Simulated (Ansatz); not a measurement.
## InF (model cell, started as CsCl type): following an unstable mode

Wanted: the energy along a soft mode of InF (model cell, started as CsCl type) and the structure at the end.

Program: Ansatz 0.2.0. Level of theory: DFT PBEsol, scalar-relativistic, plane waves, PAW. Results are calculated unless marked as measured.

The structure was built from a prototype and need not be the compound's stable phase.

### Step 1. Set-up

The structure is cubic, space group Pm-3m (No. 221). Conventional cell: a = 3.271 Å, b = 3.271 Å, c = 3.271 Å, α = 90.00°, β = 90.00°, γ = 90.00°. In has 8 F at 2.83 Å nearest. Nearest to F lie 8 In at 2.83 Å. Farther neighbours and most contacts between anions are not listed.

### Step 2. Response at finite wavevector

The cell comes from relaxations at this level that are not shown. Stability and thermal properties need the whole zone. Linear response on a 4×4×4 q mesh gives force constants as far as a supercell of that size would.

The input, input.yaml:

```yaml
crystal:
  lattice:
    - [3.271261715, 0.0, 0.0]
    - [0.0, 3.271261715, 0.0]
    - [0.0, 0.0, 3.271261715]
  atoms:
    - { symbol: In, position: [0.0, 0.0, 0.0] }
    - { symbol: F, position: [0.5, 0.5, 0.5] }
kpoints:
  mp_grid: { grid: [16, 16, 16] }
hamiltonian:
  xc: pbesol
scf:
  occupations: { method: methfessel_paxton, width: 0.2 }
output:
  eigenvalues: true
phonons:
  method: dfpt
  qmesh: [4, 4, 4]
  temperatures: { t_max: 1000, t_step: 50 }
  qpath:
    path:
      - [[0.0, 0.0, 0.0], [0.0, 0.5, 0.0], [0.5, 0.5, 0.0], [0.0, 0.0, 0.0], [0.5, 0.5, 0.5], [0.0, 0.5, 0.0]]
      - [[0.5, 0.5, 0.5], [0.5, 0.5, 0.0]]
    npoints: 10
```

Started as:

```sh
ansatz run input.yaml --threads 4 --pin off --max-ram 7168MiB --backend cpu --events-out ev --progress --plain --runs-dir out
```

Numbers of over 12 decimals in the logs are rounded to 6 here.

What it wrote:

```text
Engine: ansatz 0.2.0, aarch64-unknown-linux-gnu
Pseudopotentials: kind: paw
Pseudopotential: In, paw, valence charge 13, recommended cutoff 420 eV (normal), In.paw.azcp
Pseudopotential: F, paw, valence charge 7, recommended cutoff 420 eV (normal), F.paw.azcp
Functional definition: PBEsol
  exchange = pbesol_x
  correlation = pbesol_c
Crystal: 2 atoms, lattice volume = 35.006 Å³
Basis set: ecut = 420 eV, 691 PW (Γ), exchange–correlation on 48×48×48 points (8 copies of the dense FFT grid, shifted against one another)
Bands: 14, of which v1, the nominal top of the filled ones, is band 10 counted from 1 (9 counted from 0)
Symmetry: 48 space group operations
k-points: 165 of 4096
Non-local potential: In, projectors of the file, l = 0: 2, l = 1: 2, l = 2: 2, l = 3: 2
Non-local potential: F, projectors of the file, l = 0: 2, l = 1: 2, l = 2: 1
PAW form: soft (Blöchl's): semilocal exchange-correlation on the pseudo side does not see the compensation charge
PAW frozen core: In, regenerated for the run's functional, and the local potential with it (the file was generated under x = pbe(κ = 0.804, μ = 0.219515), c = pbe(β = 0.066725))
PAW frozen core: F, regenerated for the run's functional, and the local potential with it (the file was generated under x = pbe(κ = 0.804, μ = 0.219515), c = pbe(β = 0.066725))
PAW one-centre angular grid: In, 590 points (default); XC on 64 Gauss nodes
PAW one-centre angular grid: F, 110 points (default); XC on 64 Gauss nodes
Initial density: superposition of atomic densities (neutral atoms: chi_scale 0, normalization atom), corrected by the library's trained network
Initial wavefunctions: pseudopotential atomic-orbital guess
Functional: x = pbesol(κ = 0.804, μ = 0.123457), c = pbesol(β = 0.046)
SCF iter   1: F=—  HF=-6325.900382 eV  |F-HF|=—  |Δ(HF+E_count)|=         —  Δρ=1.43e-2  dr2=4.94e-2  ethr=1.77e-3  ⟨swp⟩=5.0  Hψ=11080  notcnv=0
preconditioner: auto → none  [metal: Δε(μ)=0.088 eV  Ē_g=17.303 eV  σ=0.200 eV  W_gap=0.35  n_scr=6 (ndim 8)  ℏωp=28.1 eV  f_vac=0.000  D(μ)=0.04/eV (n_scr^D=0)  sad-step TF]
SCF iter   2: F=—  HF=-6325.890167 eV  |F-HF|=—  |Δ(HF+E_count)|=   1.02e-2  S|Δr|=    0.00e0  Δρ=6.54e-3  dr2=1.28e-2  ethr=2.47e-4  ⟨swp⟩=1.0  Hψ=3630  notcnv=0
SCF iter   3: F=—  HF=-6325.887176 eV  |F-HF|=—  |Δ(HF+E_count)|=   2.99e-3  S|Δr|=    0.00e0  Δρ=5.43e-4  dr2=7.85e-5  ethr=6.42e-5  ⟨swp⟩=2.1  Hψ=2888  notcnv=0
SCF iter   4: F=—  HF=-6325.887175 eV  |F-HF|=—  |Δ(HF+E_count)|=   1.20e-6  S|Δr|=    0.00e0  Δρ=9.43e-5  dr2=2.20e-6  ethr=3.92e-7  ⟨swp⟩=2.3  Hψ=3279  notcnv=0
SCF iter   5: F=—  HF=-6325.887177 eV  |F-HF|=—  |Δ(HF+E_count)|=   2.08e-6  S|Δr|=    0.00e0  Δρ=2.52e-5  dr2=1.39e-7  ethr=1.10e-8  ⟨swp⟩=2.0  Hψ=3704  notcnv=0
SCF iter   6: F=—  HF=-6325.887177 eV  |F-HF|=—  |Δ(HF+E_count)|=  2.66e-10  S|Δr|=    0.00e0  Δρ=5.41e-6  dr2=5.20e-9  ethr=6.97e-10  ⟨swp⟩=2.0  Hψ=3638  notcnv=0
SCF iter   7: F=—  HF=-6325.887177 eV  |F-HF|=—  |Δ(HF+E_count)|=   1.57e-9  S|Δr|=    0.00e0  Δρ=3.34e-7  dr2=2.21e-11  ethr=2.60e-11  ⟨swp⟩=2.1  Hψ=3733  notcnv=0
SCF iter   8: F=-6325.887177 eV  HF=-6325.887177 eV  |F-HF|=1.82e-12  |Δ(HF+E_count)|=  1.00e-11  S|Δr|=    0.00e0  Δρ=1.19e-8  dr2=2.96e-14  ethr=1.00e-12  ⟨swp⟩=5.6  Hψ=9369  notcnv=0
SCF 1 converged in 8 iterations: F = -6325.887177 eV  dr2 = 2.96e-14
  greatest PAW one-centre occupation: 0.984 electrons in one spin orbital (limit 2), on the In atom at site 0 (counted from 0), in its partial waves of l = 2
Initial density: read from a saved state, or passed on in memory by an earlier SCF of this step, an earlier step, the calling program or the single point that the run made first
iter 1 solved again at ethr=1.21e-7 eV; its pass at ethr=3.10e-3 eV (dr2=2.42e-5 eV) is discarded
SCF iter   1: F=—  HF=-6325.887176 eV  |F-HF|=—  |Δ(HF+E_count)|=         —  Δρ=1.17e-6  dr2=2.28e-10  ethr=1.21e-7  ⟨swp⟩=3.0  Hψ=17331  notcnv=0
eigensolver tolerance schedule: the retry pair's looser diagonalisation over-reported the residual by 105977.23 of it (diagonalisation noise at an unbounded share of the residual, at the tolerance the schedule requests for it); recorded, not acted on — ethr = c·dr2/N_el stays at c = 1.0e-1
preconditioner: auto → none  [metal: Δε(μ)=0.100 eV  Ē_g=17.399 eV  σ=0.200 eV  W_gap=0.40  n_scr=6 (ndim 8)  ℏωp=28.1 eV  f_vac=0.000  D(μ)=0.04/eV (n_scr^D=0)]
SCF iter   2: F=—  HF=-6325.887177 eV  |F-HF|=—  |Δ(HF+E_count)|=   5.23e-7  S|Δr|=    0.00e0  Δρ=1.07e-6  dr2=2.31e-10  ethr=1.14e-12  ⟨swp⟩=3.4  Hψ=5642  notcnv=0
SCF iter   3: F=—  HF=-6325.887177 eV  |F-HF|=—  |Δ(HF+E_count)|=  1.00e-10  S|Δr|=    0.00e0  Δρ=5.47e-7  dr2=5.55e-11  ethr=1.14e-12  ⟨swp⟩=2.0  Hψ=3077  notcnv=0
SCF iter   4: F=—  HF=-6325.887177 eV  |F-HF|=—  |Δ(HF+E_count)|=  2.73e-11  S|Δr|=    0.00e0  Δρ=2.64e-7  dr2=1.17e-11  ethr=1.00e-12  ⟨swp⟩=1.0  Hψ=2310  notcnv=0
SCF iter   5: F=-6325.887177 eV  HF=-6325.887177 eV  |F-HF|=7.28e-12  |Δ(HF+E_count)|=  3.64e-12  S|Δr|=    0.00e0  Δρ=2.08e-7  dr2=7.20e-12  ethr=1.00e-12  ⟨swp⟩=2.9  Hψ=5700  notcnv=0
SCF 2 converged in 5 iterations: F = -6325.887177 eV  dr2 = 7.20e-12
phonons: the bands overlap, so this run is a metal and interpolates without the dipole-dipole term. If the crystal is really an insulator or semiconductor, its LO-TO splitting is missing
NSCF: frozen V_eff on 165 k-points
WARN: eigensolver did not converge in 2 slots of this pass, the one above among them; of largest residual over every band (k=162): 1 band(s) unlocked (lowest unlocked band 13, counted from 0; max residual 4.57e-6 eV among the unlocked bands, 4.57e-6 eV over every band); of lowest unlocked band (k=162): band 13
NSCF: frozen V_eff on 405 k-points
DFPT response loops at q = (0, 0, 0) (fractional): preconditioner auto → Kerker (q_TF=auto, 2.485 Å⁻¹) (partly filled bands, converged f_vac=0.000); β = 1.00, the filter's whole step (`scf.mixing.beta` (0.50) is not read by the response loops under this deck's `scf.mixing.preconditioner`; to damp them name `kerker` or `kerker_dos`, under which they read `scf.mixing.beta`, and type it under 1.00, their step now; both keys bind the ground state too); Broyden in place of MSR1
NSCF: frozen V_eff on 2592 k-points
DFPT response loops at q = (0, 0, 0.25) (fractional): mixed as the last ones told, above
NSCF: frozen V_eff on 1458 k-points
DFPT response loops at q = (0, 0, -0.5) (fractional): mixed as the last ones told, above
NSCF: frozen V_eff on 4608 k-points
DFPT response loops at q = (0, 0.25, 0.25) (fractional): mixed as the last ones told, above
NSCF: frozen V_eff on 2592 k-points
DFPT response loops at q = (0, 0.25, -0.5) (fractional): mixed as the last ones told, above
NSCF: frozen V_eff on 1458 k-points
DFPT response loops at q = (0, -0.5, -0.5) (fractional): mixed as the last ones told, above
NSCF: frozen V_eff on 4352 k-points
DFPT response loops at q = (0.25, 0.25, 0.25) (fractional): mixed as the last ones told, above
NSCF: frozen V_eff on 4608 k-points
DFPT response loops at q = (0.25, 0.25, -0.5) (fractional): mixed as the last ones told, above
NSCF: frozen V_eff on 2592 k-points
DFPT response loops at q = (0.25, -0.5, -0.5) (fractional): mixed as the last ones told, above
NSCF: frozen V_eff on 810 k-points
DFPT response loops at q = (-0.5, -0.5, -0.5) (fractional): mixed as the last ones told, above
SCF converged after 8 iterations
Stability not checked: this state was not tested for a lower state beside it, because cold or Methfessel-Paxton smearing, or corrected tetrahedra, fill the levels in a way that the test cannot read (fill_not_monotonic; see scf.lower_state_search)
Free energy (F): -6325.887177 eV
Harris-Foulkes:  -6325.887177 eV  (|F-HF|=1.82e-12)
Internal energy: -6325.887540 eV  (E = F + TS)
E sigma→0 (E₀):  -6325.887268 eV
Entropy (-TS):   0.000364 eV (0.182 meV/atom)
Fermi energy:    8.199210 eV
Step filling:    the computed levels leave a gap of 0.1000 eV = 0.5 smearing widths at the electron count; against every level under it full and every level over it empty, smearing changes F+E_penalty+E_count by +0.112 meV and its σ→0 estimate by +0.021 meV
--- Per-component energies (eV) ---
  E_band       = -53.977150
  E_kinetic    = 444.612684
  E_local      = -1550.434582  (includes V_loc(G=0)·N_el)
  E_nonlocal   = 441.081196
  E_hartree    = 585.952507
  E_xc         = -293.042861
  E_vxc        = -201.980635  (∫ρ·V_xc dr)
  E_paw        = -4271.761758  (= ΣΔE_a)
  E_vpaw       = -359.162852  (= ΣTr[D̂ρ^β])
  E_aug_tail   = 0.002028  (compensation charges beyond the density's cutoff)
  E_ewald      = -1682.575100
  E_core_change = 0.278345  (= ΣΔE_core)
  E_smearing   = 0.000364  (= −TS)
  E_closure    = -0.000000  (closes the sum)
  Σ components = -6325.887177   (vs F -6325.887177, Δ=0.00e0)
--- Band table (eV; the first three rows and the last of 165) ---
  k-point 0: bands = [... 6 lower, 1.9424, 4.1698, 4.1698, 4.1698, 16.5208, 16.5208, 16.5208, 17.4304]
  k-point 1: bands = [... 6 lower, 1.9065, 4.1806, 4.1806, 4.2327, 15.5867, 16.5334, 16.5334, 17.4708]
  k-point 2: bands = [... 6 lower, 1.8115, 4.2130, 4.2130, 4.4149, 14.2958, 16.5692, 16.5692, 17.5922]
  k-point 164: bands = [... 6 lower, 3.7916, 3.7916, 3.7916, 9.3409, 10.1407, 10.1407, 10.1407, 19.0456]
--- Phonons (Γ-DFPT): 2 representative perturbations + reference (Σ response iterations 7) ---
  ASR residual: 1.145e-5 → 0.000e0 eV/Å²; symmetrization residual: 3.101e-6 eV/Å²
  ASR residual per site (eV/Å²): 1.15e-5 3.40e-6
  Γ frequencies (cm⁻¹): -115.42 -115.42 -115.42 0.00 0.00 0.00
--- Phonons (arbitrary-q DFPT): 10 irreducible q on the 4×4×4 mesh ---
  q = [0.0000, 0.0000, 0.0000] (star 1, of the zone-centre solve; hermiticity 7.77e-6, symmetrization 3.75e-11): -115.42 -115.42 -115.42 -0.00 -0.00 0.00
  q = [0.0000, 0.0000, 0.2500] (star 6, 4 solved perturbations in 4032 linear systems a pass and spin channel, the states on 1296 of 4096 k-point pairs; hermiticity 1.53e-6, symmetrization 1.02e-12): -75.95 -75.95 26.74 26.74 82.46 210.54
  q = [0.0000, 0.0000, -0.5000] (star 3, 4 solved perturbations in 2268 linear systems a pass and spin channel, the states on 729 of 4096 k-point pairs; hermiticity 9.64e-14, symmetrization 1.25e-12): -56.40 -56.40 80.17 80.17 127.36 218.29
  q = [0.0000, 0.2500, 0.2500] (star 12, 4 solved perturbations in 7056 linear systems a pass and spin channel, the states on 2304 of 4096 k-point pairs; hermiticity 2.02e-6, symmetrization 1.91e-12): -107.14 -65.04 45.43 58.25 81.07 165.63
  q = [0.0000, 0.2500, -0.5000] (star 12, 6 solved perturbations on 1296 of 4096 k-point pairs; hermiticity 2.30e-6, symmetrization 2.18e-14): -62.59 18.95 25.06 73.02 103.56 110.48
  q = [0.0000, -0.5000, -0.5000] (star 3, 4 solved perturbations in 2268 linear systems a pass and spin channel, the states on 729 of 4096 k-point pairs; hermiticity 4.83e-6, symmetrization 6.63e-13): -103.89 -103.89 -68.35 63.63 89.63 89.63
  q = [0.2500, 0.2500, 0.2500] (star 8, 2 solved perturbations on 2176 of 4096 k-point pairs; hermiticity 2.85e-6, symmetrization 3.96e-12): -12.55 -12.55 56.69 56.69 59.43 104.35
  q = [0.2500, 0.2500, -0.5000] (star 12, 4 solved perturbations in 7056 linear systems a pass and spin channel, the states on 2304 of 4096 k-point pairs; hermiticity 1.61e-6, symmetrization 3.71e-13): -49.30 -44.42 26.48 66.29 96.91 118.67
  q = [0.2500, -0.5000, -0.5000] (star 6, 4 solved perturbations in 4032 linear systems a pass and spin channel, the states on 1296 of 4096 k-point pairs; hermiticity 5.00e-6, symmetrization 5.24e-12): 15.65 61.22 61.22 82.66 82.66 111.39
  q = [-0.5000, -0.5000, -0.5000] (star 1, 2 solved perturbations on 405 of 4096 k-point pairs; hermiticity 1.20e-12, symmetrization 3.93e-12): 72.29 72.29 72.29 137.25 137.25 137.25
  sum rule: each row above includes the acoustic sum rule's correction from the zone centre's row sums; it moved no ω² by more than (0.22 cm⁻¹)²
  mesh force constants: q→R imaginary residual 6.82e-19; ASR residual 1.145e-5 → 0.000e0 eV/Å²; symmetrization residual 1.776e-15 eV/Å²
  interpolated dispersion: 62 rows × 6 modes
  density of states and harmonic sums: on the 20×20×20 q-mesh, interpolated from the force constants of a 4×4×4 supercell (no non-analytic term)
  largest difference from the sums on the solved wave vectors: F 7.97e-2 eV, S 9.84e-5 and C_V 2.32e-5 eV/K
  zero-point energy: 0.021129 eV/cell   skipped modes (ω ≤ 0): 549, of them read as no rigid motion or as one in doubt: 546 (1.920e0 modes/cell left out, lowest -122.84 cm⁻¹)   left out of the sums: 3.20e-1 of the cell's modes: C_V's classical limit lies that fraction below 3 k_B per atom; for a crystal, a wire or a layer, F and S can be off by more, and a phonons.interpolated_qmesh denser along its periods is the remedy for the sampling
```

Wall time 5.8 min (4 threads of Arm Neoverse V2, shared host); peak memory 2.8 GiB.

Numbers from this step:

| Property | Result |
| --- | --- |
| volume per atom | 17.50 Å³ |
| gap on the k-mesh | 0 eV |
| sum-rule residual before enforcement | 1.15e-5 eV/Å² |
| lowest frequency on the path | -122.8 cm⁻¹ |
| point group | m-3m |
| highest frequency on the path or at a solved wavevector | 233.1 cm⁻¹ |
| highest optical mode at the zone centre (no LO-TO term) | -115.4 cm⁻¹ |
| lowest optical zone-centre mode | -115.4 cm⁻¹ |
| lowest mode on the q mesh (acoustic modes at Γ apart) | -115.4 cm⁻¹ |

Frequencies (cm⁻¹) solved at each irreducible wavevector; negative means imaginary. Frequencies by wavevector, by row:

| q in reciprocal lattice units | star | mode 1 | mode 2 | mode 3 | mode 4 | mode 5 | mode 6 |
| --- | --- | --- | --- | --- | --- | --- | --- |
| 0 0 0 | 1 | -115.4 | -115.4 | -115.4 | 0 | 0 | 0 |
| 0 0 0.25 | 6 | -76 | -76 | 26.7 | 26.7 | 82.5 | 210.5 |
| 0 0 -0.5 | 3 | -56.4 | -56.4 | 80.2 | 80.2 | 127.4 | 218.3 |
| 0 0.25 0.25 | 12 | -107.1 | -65 | 45.4 | 58.2 | 81.1 | 165.6 |
| 0 0.25 -0.5 | 12 | -62.6 | 18.9 | 25.1 | 73 | 103.6 | 110.5 |
| 0 -0.5 -0.5 | 3 | -103.9 | -103.9 | -68.3 | 63.6 | 89.6 | 89.6 |
| 0.25 0.25 0.25 | 8 | -12.6 | -12.6 | 56.7 | 56.7 | 59.4 | 104.3 |
| 0.25 0.25 -0.5 | 12 | -49.3 | -44.4 | 26.5 | 66.3 | 96.9 | 118.7 |
| 0.25 -0.5 -0.5 | 6 | 15.7 | 61.2 | 61.2 | 82.7 | 82.7 | 111.4 |
| -0.5 -0.5 -0.5 | 1 | 72.3 | 72.3 | 72.3 | 137.2 | 137.2 | 137.2 |

Interpolated from a 4×4×4 q mesh. Phonon branches along the path, in cm⁻¹:

| point | branch 1 | branch 2 | branch 3 | branch 4 | branch 5 | branch 6 |
| --- | --- | --- | --- | --- | --- | --- |
| Γ | -115 | -115 | -115 | 0 | 0 | 0 |
| halfway | -76 | -76 | 27 | 27 | 82 | 210 |
| X | -56 | -56 | 80 | 80 | 127 | 218 |
| halfway | -63 | 19 | 25 | 73 | 104 | 110 |
| M | -104 | -104 | -68 | 64 | 90 | 90 |
| halfway | -107 | -65 | 45 | 58 | 81 | 166 |
| Γ | -115 | -115 | -115 | 0 | 0 | 0 |
| halfway | -13 | -13 | 57 | 57 | 59 | 104 |
| R | 72 | 72 | 72 | 137 | 137 | 137 |
| halfway | -49 | -44 | 26 | 66 | 97 | 119 |
| X | -56 | -56 | 80 | 80 | 127 | 218 |
| jump to R | 72 | 72 | 72 | 137 | 137 | 137 |
| halfway | 16 | 61 | 61 | 83 | 83 | 111 |
| M | -104 | -104 | -68 | 64 | 90 | 90 |

The phonon branches as a text plot (rows in cm⁻¹):

```
    226 |    ***
    211 |   *   **                                      **
    196 |
    181 |                                              *
    166 |         *          **
    152 |                      *     **
    137 |          *       **          *     ******   *   *
    122 |  *   *****                        **   * ** **** **
    107 |     *     *     *         *   *  *     *   **    * *
     92 |    *       ********   *           *     **** *    * ***
     77 |   *  ********  **  *           **********     ****** *
     63 |  *  *   *  ***********       **  **    ****      * *  *
     48 | *  *     *         ***     *** **        *   *    *
     33 | * *                 * *   ***    *       **
     18 |*                     * * *     **        *         *
      3 |***                    ***
    -12 |          *                    *
    -26 |                *                           **
    -41 |         * *                               ***
    -56 |     *******      **        ***            ** ***    **
    -71 |   **      *******  ***   *                          * *
    -86 |             * *     ****  *                          *
   -101 |* *           **    *  ** *                            *
   -115 |**              ****    **
         Γ      X      M          Γ            R        X|R     M
```

Symmetry leaves 10 wavevectors to solve. The lowest mode among them, the acoustic zeros apart, lies at Γ and is imaginary, 115.4i cm⁻¹, so the energy falls along it. Between them the interpolated path dips to 123i cm⁻¹.

### Step 3. The mode frozen in, largest atomic shift 0 Å

The mode followed lies at Γ with frequency 115.4i cm⁻¹ and is 3-fold degenerate, the softest among the wavevectors solved. At small amplitude the distorted cell has space group no. 99 by a symmetry search on the positions. The undistorted cell that holds it gives the zero of energy on the same k mesh.

input.yaml, the sections that differ from step 2:

```yaml
output:
  forces: true
  stress: true
  eigenvalues: true
# crystal, kpoints, hamiltonian, scf: as in step 2
# phonons: removed
```

What it wrote:

```text
[...]
Crystal: 2 atoms, lattice volume = 35.006 Å³
Basis set: ecut = 420 eV, 691 PW (Γ), exchange–correlation on 48×48×48 points (8 copies of the dense FFT grid, shifted against one another)
Bands: 14, of which v1, the nominal top of the filled ones, is band 10 counted from 1 (9 counted from 0)
Symmetry: 48 space group operations
[...]
k-points: 165 of 4096
[...]
--- Band table (eV; the first three rows and the last of 165) ---
  k-point 0: bands = [... 6 lower, 1.9424, 4.1698, 4.1698, 4.1698, 16.5208, 16.5208, 16.5208, 17.4304]
  k-point 1: bands = [... 6 lower, 1.9065, 4.1806, 4.1806, 4.2327, 15.5867, 16.5334, 16.5334, 17.4708]
  k-point 2: bands = [... 6 lower, 1.8115, 4.2130, 4.2130, 4.4149, 14.2958, 16.5692, 16.5692, 17.5923]
  k-point 164: bands = [... 6 lower, 3.7917, 3.7917, 3.7917, 9.3409, 10.1407, 10.1407, 10.1407, 19.0456]
[key lines of the parts left out:]
SCF converged after 6 iterations
Free energy (F): -6325.887177 eV
Fermi energy:    8.199225 eV
P = ⅓ Tr σ = 0.0054 GPa (0.054 kbar)
```

It took 1.5 s on 4 threads; peak memory 0.36 GiB; 3.9 s of CPU time.

Numbers from this step:

- pressure: 0.005402 GPa
- energy from the undistorted cell: 0 meV/atom

The run ends at a pressure of 0.01 GPa.

### Step 4. The mode frozen in, largest atomic shift 0.6 Å

The atoms are moved along the unstable eigenvector, the largest shift by 0.6 Å, with the cell fixed.

input.yaml, the sections that differ from step 3:

```yaml
crystal:
  lattice:
    - [3.271261715, 0.0, 0.0]
    - [0.0, 3.271261715, 0.0]
    - [0.0, 0.0, 3.271261715]
  atoms:
    - { symbol: In, position: [0.0, -0.0303489089, 0.0] }
    - { symbol: F, position: [0.5, 0.6834154685, 0.5] }
# kpoints, hamiltonian, scf, output: as in step 3
```

What it wrote:

```text
[...]
Crystal: 2 atoms, lattice volume = 35.006 Å³
Basis set: ecut = 420 eV, 691 PW (Γ), exchange–correlation on 48×48×48 points (8 copies of the dense FFT grid, shifted against one another)
Bands: 14, of which v1, the nominal top of the filled ones, is band 10 counted from 1 (9 counted from 0)
Symmetry: 8 space group operations
[...]
k-points: 405 of 4096 (time reversal used)
[...]
--- Band table (eV; the first three rows and the last of 405) ---
  k-point 0: bands = [... 6 lower, 2.1310, 3.4231, 3.4231, 4.1087, 15.0191, 16.9287, 16.9287, 17.4024]
  k-point 1: bands = [... 6 lower, 2.0240, 3.4386, 3.5169, 4.1488, 15.0478, 16.0045, 16.9235, 18.1956]
  k-point 2: bands = [... 6 lower, 1.7814, 3.4839, 3.6889, 4.3076, 14.5680, 15.4357, 16.9095, 18.9469]
  k-point 404: bands = [... 6 lower, 2.7651, 2.7651, 3.4995, 9.2770, 10.2789, 11.4089, 11.4089, 18.1168]
[key lines of the parts left out:]
SCF converged after 6 iterations
Free energy (F): -6325.951802 eV
Fermi energy:    8.532716 eV
P = ⅓ Tr σ = 3.4419 GPa (34.419 kbar)
```

It took 3.5 s on 4 threads; peak memory 0.51 GiB; 13 s of CPU time.

This step gave:

* pressure: 3.442 GPa
* energy from the undistorted cell: -32.25 meV/atom

The energy, extrapolated to zero smearing, is -32.25 meV/atom against the undistorted cell.

The run ends at a pressure of 3.44 GPa, with forces up to 0.077 eV/Å.

(Continued in part 2 of 2.)

[Logs are printed without paths, hosts, clocks, repeated set-up lines and the standing remarks that a program may print on its own settings, such as how far it seeks lower states.]

[Hosts, paths, dates, database ids (printed as entryN), source tags and the programs' standing remarks are cut or masked in the printed files.]
